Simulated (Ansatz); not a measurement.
**Lattice dynamics of Sn2SeO (built on the sites of a database entry of SnO)**

How does Sn2SeO (built on the sites of a database entry of SnO) vibrate, and is this structure a minimum?

Method: DFT PBEsol, scalar-relativistic, plane waves, PseudoDojo norm-conserving pseudopotentials, in Ansatz 0.2.0.

This is a report of a sequence of runs, with most program output left out.

The structure was built from a prototype and need not be the compound's stable phase.

**1. The starting structure**

Symmetry: P-4m2, No. 115, tetragonal system. The conventional cell has a = 4.025 Å, b = 4.025 Å, c = 5.129 Å, α = 90.00°, β = 90.00°, γ = 90.00°. Sn has 2 Se at 2.35 Å and 2 O at 2.35 Å nearest. Se has 4 Sn at 2.35 Å nearest. O has 4 Sn at 2.35 Å nearest. Farther neighbours and most contacts between anions are not listed.

Coordinates:

```cif
data_structure
_symmetry_space_group_name_H-M 'P 1'
_symmetry_Int_Tables_number 1
_cell_length_a 4.0248
_cell_length_b 4.0248
_cell_length_c 5.1291
_cell_angle_alpha 90.000
_cell_angle_beta 90.000
_cell_angle_gamma 90.000
_cell_volume 83.09
loop_
_atom_site_label
_atom_site_type_symbol
_atom_site_fract_x
_atom_site_fract_y
_atom_site_fract_z
_atom_site_occupancy
Sn1 Sn 0.50000 0.00000 0.23690 1
Sn2 Sn 0.00000 0.50000 0.76310 1
Se3 Se 0.00000 0.00000 0.00000 1
O4 O 0.50000 0.50000 0.00000 1
```

**2. Coarse relaxation**

The start is far from rest, so a relaxation with loose tolerances brings it close first.

The input, input.yaml:

```yaml
crystal:
  lattice:
    - [4.02482, 0.0, 0.0]
    - [0.0, 4.02482, 0.0]
    - [0.0, 0.0, 5.12909]
  atoms:
    - { symbol: Sn, position: [0.5, 0.0, 0.2369] }
    - { symbol: Sn, position: [0.0, 0.5, 0.7631] }
    - { symbol: Se, position: [0.0, 0.0, 0.0] }
    - { symbol: O, position: [0.5, 0.5, 0.0] }
kpoints:
  mp_grid: { grid: [6, 6, 4] }
hamiltonian:
  xc: pbesol
  pseudopotentials: { kind: nc, accuracy: standard }
scf:
  occupations: { method: gaussian, width: 0.1 }
output:
  forces: true
  stress: true
  eigenvalues: true
relax:
  adjacent_minimum: "off"
  f_tol: 0.05
  max_steps: 80
  cell: { stress_tol: 0.5 }
```

The run is started by

```bash
$ ansatz run input.yaml --threads 8 --pin off --max-ram 14336MiB --backend cpu --events-out ev --progress --plain --runs-dir out
```

It took 22 s on 8 threads of Arm Neoverse V2, shared host; peak memory 0.95 GiB; 2.8 min of CPU time.

The steps of the relaxation:

```csv
step,energy less that of the first step (eV),largest force component (eV/Å),pressure (GPa),volume (Å³)
1,0.0000,4.2450,24.15,83.09
2,-1.5579,0.2960,3.60,90.97
3,-1.6566,0.4799,0.37,96.87
4,-1.7094,0.2355,0.47,92.16
5,-1.7238,0.0437,0.57,88.87
6,-1.7251,0.0270,-0.22,89.62
7*,-1.7423,0.0268,0.29,89.62
```

Relaxation steps marked * repeat the geometry before them on a plane-wave basis chosen anew for their cell, so energy and pressure can jump there.

Forces are held to the 8 operations that the run works with; a distortion that breaks them can't arise in this run.

```
conventional cell, symmetrised  before  after   change
                         a (Å)   4.025  4.407   +9.5 %
                         b (Å)   4.025  4.407   +9.5 %
                         c (Å)   5.129  4.614  -10.0 %
              volume (Å³/atom)   20.77  22.41   +7.9 %
```

The atoms that moved most (Å, as changes of fractional coordinates times the final cell):

```csv
atom,dx,dy,dz,length
Sn1,0.000,0.000,0.262,0.262
Sn2,0.000,0.000,-0.262,0.262
```

The relaxed structure:

```xyz
4
Lattice="4.4075 0.0000 0.0000 0.0000 4.4075 0.0000 0.0000 0.0000 4.6136" Properties=species:S:1:pos:R:3 pbc="T T T"
Sn    2.2037    0.0000    1.3545
Sn    0.0000    2.2037    3.2591
Se    0.0000    0.0000    0.0000
O     2.2037    2.2037    0.0000
```

Numbers from this step:

```
pressure          : 0.2921 GPa
volume per atom   : 22.41 Å³
gap on the k-mesh : 0 eV
```

In this step the volume went from 20.77 to 22.41 Å³/atom.

**3. Relaxation**

The cell and atoms are relaxed, since residual forces and stress would shift the frequencies.

The input, input.yaml:

```yaml
crystal:
  lattice:
    - [4.4074642455, 0.0, 0.0]
    - [0.0, 4.4074642455, 0.0]
    - [0.0, 0.0, 4.6136437447]
  atoms:
    - { symbol: Sn, position: [0.5, 0.0, 0.2935849395] }
    - { symbol: Sn, position: [0.0, 0.5, 0.7064150605] }
    - { symbol: Se, position: [0.0, 0.0, 0.0] }
    - { symbol: O, position: [0.5, 0.5, 0.0] }
kpoints:
  mp_grid: { grid: [10, 10, 10] }
hamiltonian:
  xc: pbesol
  pseudopotentials: { kind: nc, accuracy: standard }
scf:
  occupations: { method: gaussian, width: 0.1 }
output:
  forces: true
  stress: true
  eigenvalues: true
  write_density: true
  write_potential: true
  elf: true
  volumetric_format: npy
relax:
  adjacent_minimum: "off"
  f_tol: 0.005
  max_steps: 80
  cell: { stress_tol: 0.05 }
```

The job ended after 1.8 min (8 threads; peak memory 1.5 GiB).

Step by step:

| step | energy less that of the first step (eV) | largest force component (eV/Å) | pressure (GPa) | volume (Å³) |
| --- | --- | --- | --- | --- |
| 1 | 0.0000 | 0.0149 | 0.32 | 89.62 |
| 2 | 0.0004 | 0.0748 | -0.10 | 91.28 |
| 3 | -0.0013 | 0.0126 | 0.00 | 90.28 |
| 4 | -0.0015 | 0.0013 | -0.02 | 90.32 |
| 5 | -0.0016 | 0.0035 | -0.03 | 90.21 |
| 6 | -0.0017 | 0.0019 | -0.01 | 90.08 |
| 7* | -0.0017 | 0.0019 | -0.01 | 90.08 |

Relaxation steps marked * repeat the geometry before them on a plane-wave basis chosen anew for their cell, so energy and pressure can jump there. Relaxation step 2 was tried and not accepted.

Forces are held to the 8 operations that the run works with; a distortion that breaks them can't arise in this run.

```csv
"conventional cell, symmetrised",before,after,change
a (Å),4.407,4.437,+0.7 %
b (Å),4.407,4.437,+0.7 %
c (Å),4.614,4.575,-0.8 %
volume (Å³/atom),22.41,22.52,+0.5 %
```

The relaxed structure:

```xyz
4
Lattice="4.4373 0.0000 0.0000 0.0000 4.4373 0.0000 0.0000 0.0000 4.5749" Properties=species:S:1:pos:R:3 pbc="T T T"
Sn    2.2186    0.0000    1.3395
Sn    0.0000    2.2186    3.2354
Se    0.0000    0.0000    0.0000
O     2.2186    2.2186    0.0000
```

Numbers from this step:

* pressure: -0.006513 GPa
* volume per atom: 22.52 Å³

ELF in the ac plane at fractional y = 0.000, with atoms of Sn and Se within 0.2 Å of it. It is the smooth field of the valence electrons, not physical close to the nuclei.

Ten even steps from '_' (0.02) to '@' (0.71), each cell a mean:
```
--++==@@##--......==%%##==++
====##@@++..______--##@@++==
##%%@@**--________..==%%@@%%
%%##++::..__......__..--**%%
----......--****++::....::--
______..++%%%%%%%%##--..____
____..==****++==++****::____
____::++++==========++==..__
::::--====++==--++======::::
##**++==--++..__--==--==++**
@@@@%%++--++--..====--**@@@@
--++@@%%==--++++==--++@@%%==
++++++@@**::::::::--##@@==++
__++--@@##--::::::++@@##==--
```
Columns run along a (4.4 Å), rows up along c (4.6 Å). Atoms in or near the plane, at fractional coordinates: Sn at (0.50, 0.29), Se at (0.00, 0.00).

Electrostatic potential energy in the ac plane at fractional y = 0.000, with atoms of Sn and Se within 0.2 Å of it. With pseudopotentials it is smooth inside the atoms' cores, unlike the true potential.

Values in eV, 14 rows by 14 columns, each cell a mean:
```
-61 -52 -20   3   9  11  11  10  11  10   8  -4 -33 -58
-38 -25  -5   7  11  12  12  12  12  12  10   3 -13 -32
 -5   0   6  10  12  13  13  13  13  12  11   9   4  -2
  8   9  11  12  12  13  13  13  13  13  12  11  10   9
 11  12  12  12  12  12  12  12  12  12  12  12  12  12
 12  12  12  12  11  10   9   8   9  10  11  12  12  12
 12  12  12  10   8   3  -1  -3   0   5   9  11  12  12
 12  12  11   8   2  -7  -6  -4  -8  -4   5  10  11  12
 12  11  10   5  -5  -4   5   4   4  -8  -1   8  11  12
 10  10   9   4  -8   1  -2  -8   4  -6  -4   7   9  10
  3   5   7   4  -7  -3   3   0   4  -8  -3   6   6   4
-23 -14  -1   4  -1 -10  -5  -2  -8  -7   2   3  -5 -19
-57 -43 -15   2   4   0  -5  -7  -4   2   5  -2 -26 -51
-61 -57 -26   1   7   7   5   5   6   8   6  -7 -40 -61
```
Columns run along a (4.4 Å; values clipped at the 3rd and 97th percentile), rows up along c (4.6 Å). Atoms in or near the plane, at fractional coordinates: Sn at (0.50, 0.29), Se at (0.00, 0.00).

Valence density in the ac plane at fractional y = 0.000, with atoms of Sn and Se within 0.2 Å of it. It is the smooth field of the valence electrons, not physical close to the nuclei.

Ten even steps from '_' (0 e/Å³) to '@' (13 e/Å³), each cell a mean:
```
@@%%..__________________--@@
==::______________________--
____________________________
____________________________
____________________________
____________________________
____________________________
____________..::..__________
__________::++++==..________
__________----..++::________
__________::++==++..________
..__________::--..________..
@@++..__________________::##
::@@::__________________==%%
```
Columns run along a (4.4 Å), rows up along c (4.6 Å). Atoms in or near the plane, at fractional coordinates: Sn at (0.50, 0.29), Se at (0.00, 0.00).

In this step the volume went from 22.41 to 22.52 Å³/atom.

**4. Relaxing to small forces for the phonons**

Phonons need a cell at rest on their own settings, so the relaxation is repeated with tight tolerances on forces and stress on the k mesh and occupations of the first response run.

The input, input.yaml:

```yaml
crystal:
  lattice:
    - [4.4372870799, 0.0, 0.0]
    - [0.0, 4.4372870799, 0.0]
    - [0.0, 0.0, 4.5749111538]
  atoms:
    - { symbol: Sn, position: [0.5, 0.0, 0.2927946173] }
    - { symbol: Sn, position: [0.0, 0.5, 0.7072053827] }
    - { symbol: Se, position: [0.0, 0.0, 0.0] }
    - { symbol: O, position: [0.5, 0.5, 0.0] }
kpoints:
  mp_grid: { grid: [12, 12, 12] }
hamiltonian:
  xc: pbesol
  pseudopotentials: { kind: nc, accuracy: standard }
scf:
  occupations: { method: methfessel_paxton, width: 0.2 }
output:
  forces: true
  stress: true
  eigenvalues: true
relax:
  adjacent_minimum: "off"
  f_tol: 0.001
  max_steps: 60
  cell: { stress_tol: 0.01 }
```

The job ended after 2.3 min (8 threads; peak memory 1.9 GiB; 19 min of CPU time).

Little changed from the start: no atom moved by 0.005 Å and no cell edge by 0.1 %.

Numbers from this step:

- pressure: 0.001846 GPa
- volume per atom: 22.50 Å³

The largest force component left is 0.42 meV/Å and the pressure is 0.002 GPa, within the tolerances set. The cell now holds 22.50 Å³/atom.

**5. Modes at Γ**

The zone centre is the only wavevector solved here; it holds the modes that light can see, as far as symmetry allows. No field response is asked, since the mesh shows no gap.

input.yaml, the sections that differ from step 4:

```yaml
crystal:
  lattice:
    - [4.4371263411, 0.0, 0.0]
    - [0.0, 4.4371263411, 0.0]
    - [0.0, 0.0, 4.5707359328]
  atoms:
    - { symbol: Sn, position: [0.5, 0.0, 0.2931417127] }
    - { symbol: Sn, position: [0.0, 0.5, 0.7068582873] }
    - { symbol: Se, position: [0.0, 0.0, 0.0] }
    - { symbol: O, position: [0.5, 0.5, 0.0] }
output:
  eigenvalues: true
phonons:
  method: dfpt
# kpoints, hamiltonian, scf: as in step 4
# relax: removed
```

Run time: 6.5 min. Hardware: 8 threads; peak memory 9.7 GiB; 52 min of CPU time.

This step gave:

- sum-rule residual before enforcement: 7.01e-5 eV/Å²
- point group: -42m
- highest optical mode at the zone centre (no LO-TO term): 224.8 cm⁻¹
- lowest optical zone-centre mode: -150.1 cm⁻¹

Patterns of degenerate modes are one choice out of their space. The modes at Γ (shares of kinetic energy by element, %) (negative means imaginary):

| mode | frequency (cm⁻¹) | symmetry | Sn % | Se % | O % |
| --- | --- | --- | --- | --- | --- |
| 1 | -150.1 | E | 56 | 9 | 35 |
| 2 | -150.1 | E | 56 | 9 | 35 |
| 3 | 0.0 | acoustic | 71 | 24 | 5 |
| 4 | 0.0 | acoustic | 71 | 24 | 5 |
| 5 | 0.0 | acoustic | 71 | 24 | 5 |
| 6 | 136.7 | A1 | 100 | 0 | 0 |
| 7 | 140.4 | E | 33 | 7 | 59 |
| 8 | 140.4 | E | 33 | 7 | 59 |
| 9 | 164.7 | B2 | 6 | 0 | 94 |
| 10 | 202.0 | B2 | 23 | 76 | 1 |
| 11 | 224.8 | E | 39 | 60 | 1 |
| 12 | 224.8 | E | 39 | 60 | 1 |

Displacements in mode 1 (-150.1 cm⁻¹), the largest set to 1:
```
Sn1  0.00  0.44  0.00
Sn2  0.00 -0.15  0.00
Se3  0.00 -0.23  0.00
O4   0.00 -1.00  0.00
```

Displacements in mode 10 (202.0 cm⁻¹), the largest set to 1:
```
Sn1  0.00  0.00 -0.32
Sn2  0.00  0.00 -0.32
Se3  0.00  0.00  1.00
O4   0.00  0.00 -0.23
```

Before it was imposed, the acoustic sum rule was missed by 7.0e-5 eV/Å². Small misses are needed for a sound result but don't prove that mesh and cutoff are converged. The lowest optical mode is imaginary, 150.1i cm⁻¹, so the energy falls along it.

**6. Another isotope, element O, natural mass 15.999 amu**

An isotope changes the mass and not the force constants, so no new electronic calculation is needed; the shifts show which modes move this element.

The same force constants with the mass of O changed from 15.999 to 17.999 u (phonopy, no LO-TO term). Both lists are sorted by frequency; levels can cross, so a row need not hold one and the same mode. Modes under 3 cm⁻¹ are left out. Isotope shifts, by row:

```
    q  rank  natural mass (cm⁻¹)  changed mass (cm⁻¹)
0 0 0     1               -150.1               -147.1
0 0 0     2               -150.1               -147.1
0 0 0     6                136.7                135.6
0 0 0     7                140.4                135.6
0 0 0     8                140.4                136.7
0 0 0     9                164.7                155.8
0 0 0    10                  202                201.9
0 0 0    11                224.8                224.7
0 0 0    12                224.8                224.7
```

A mode of this element alone would shift by -5.72 %. The highest zone-centre frequency without the field goes from 224.8 to 224.7 cm⁻¹ (-0.1 %).

**7. Another isotope, element Se, natural mass 78.971 amu**

The same for Se, from 78.97 to 81.92 u.

A mode of this element alone would shift by -1.81 %. The highest zone-centre frequency without the field goes from 224.8 to 222.4 cm⁻¹ (-1.1 %).

**8. Another isotope, element Sn, natural mass 118.71 amu**

The same for Sn, from 118.71 to 123.91 u.

The same force constants with the mass of Sn changed from 118.710 to 123.905 u (phonopy, no LO-TO term). Both lists are sorted by frequency; levels can cross, so a row need not hold one and the same mode. Modes under 3 cm⁻¹ are left out. Isotope shifts, by row:

```
    q  rank  natural mass (cm⁻¹)  changed mass (cm⁻¹)
0 0 0     1               -150.1               -148.3
0 0 0     2               -150.1               -148.3
0 0 0     6                136.7                133.8
0 0 0     7                140.4                139.4
0 0 0     8                140.4                139.4
0 0 0     9                164.7                164.5
0 0 0    10                  202                  201
0 0 0    11                224.8                  223
0 0 0    12                224.8                  223
```

A mode of this element alone would shift by -2.12 %. The highest zone-centre frequency without the field goes from 224.8 to 223.0 cm⁻¹ (-0.8 %).

**9. What came out**

- space group after relaxation (within 0.01 Å): P-4m2
- volume per atom: 22.5 Å³
- electronic character: no gap on this mesh
- highest optical mode at the zone centre (no LO-TO term): 225 cm⁻¹
- lowest optical zone-centre mode: -150 cm⁻¹
- imaginary modes at Γ (the only wavevector solved): yes

A zone-centre mode is imaginary (150.1i cm⁻¹), so this structure is not a minimum of the energy. The optical modes at Γ span -150 to 225 cm⁻¹ (negative means imaginary). No dispersion was computed. With no gap, or one that is small against the smearing, the frequencies hang on the k mesh and the smearing, most of all near Kohn anomalies. A semilocal functional can close a gap that the real compound would have, so the metallic treatment may be an artefact of the level. Spin-orbit coupling is left out, which can matter for the heavy elements here. The starting cell was built on a prototype and not taken from a measurement, so the phase need not exist. These are harmonic frequencies at zero temperature: anharmonic shifts, linewidths and thermal expansion are left out.

[Logs are printed without paths, hosts, clocks, repeated set-up lines and the standing remarks that a program may print on its own settings, such as how far it seeks lower states.]

[Hosts, paths, dates, database ids (printed as entryN), source tags and the programs' standing remarks are cut or masked in the printed files.]
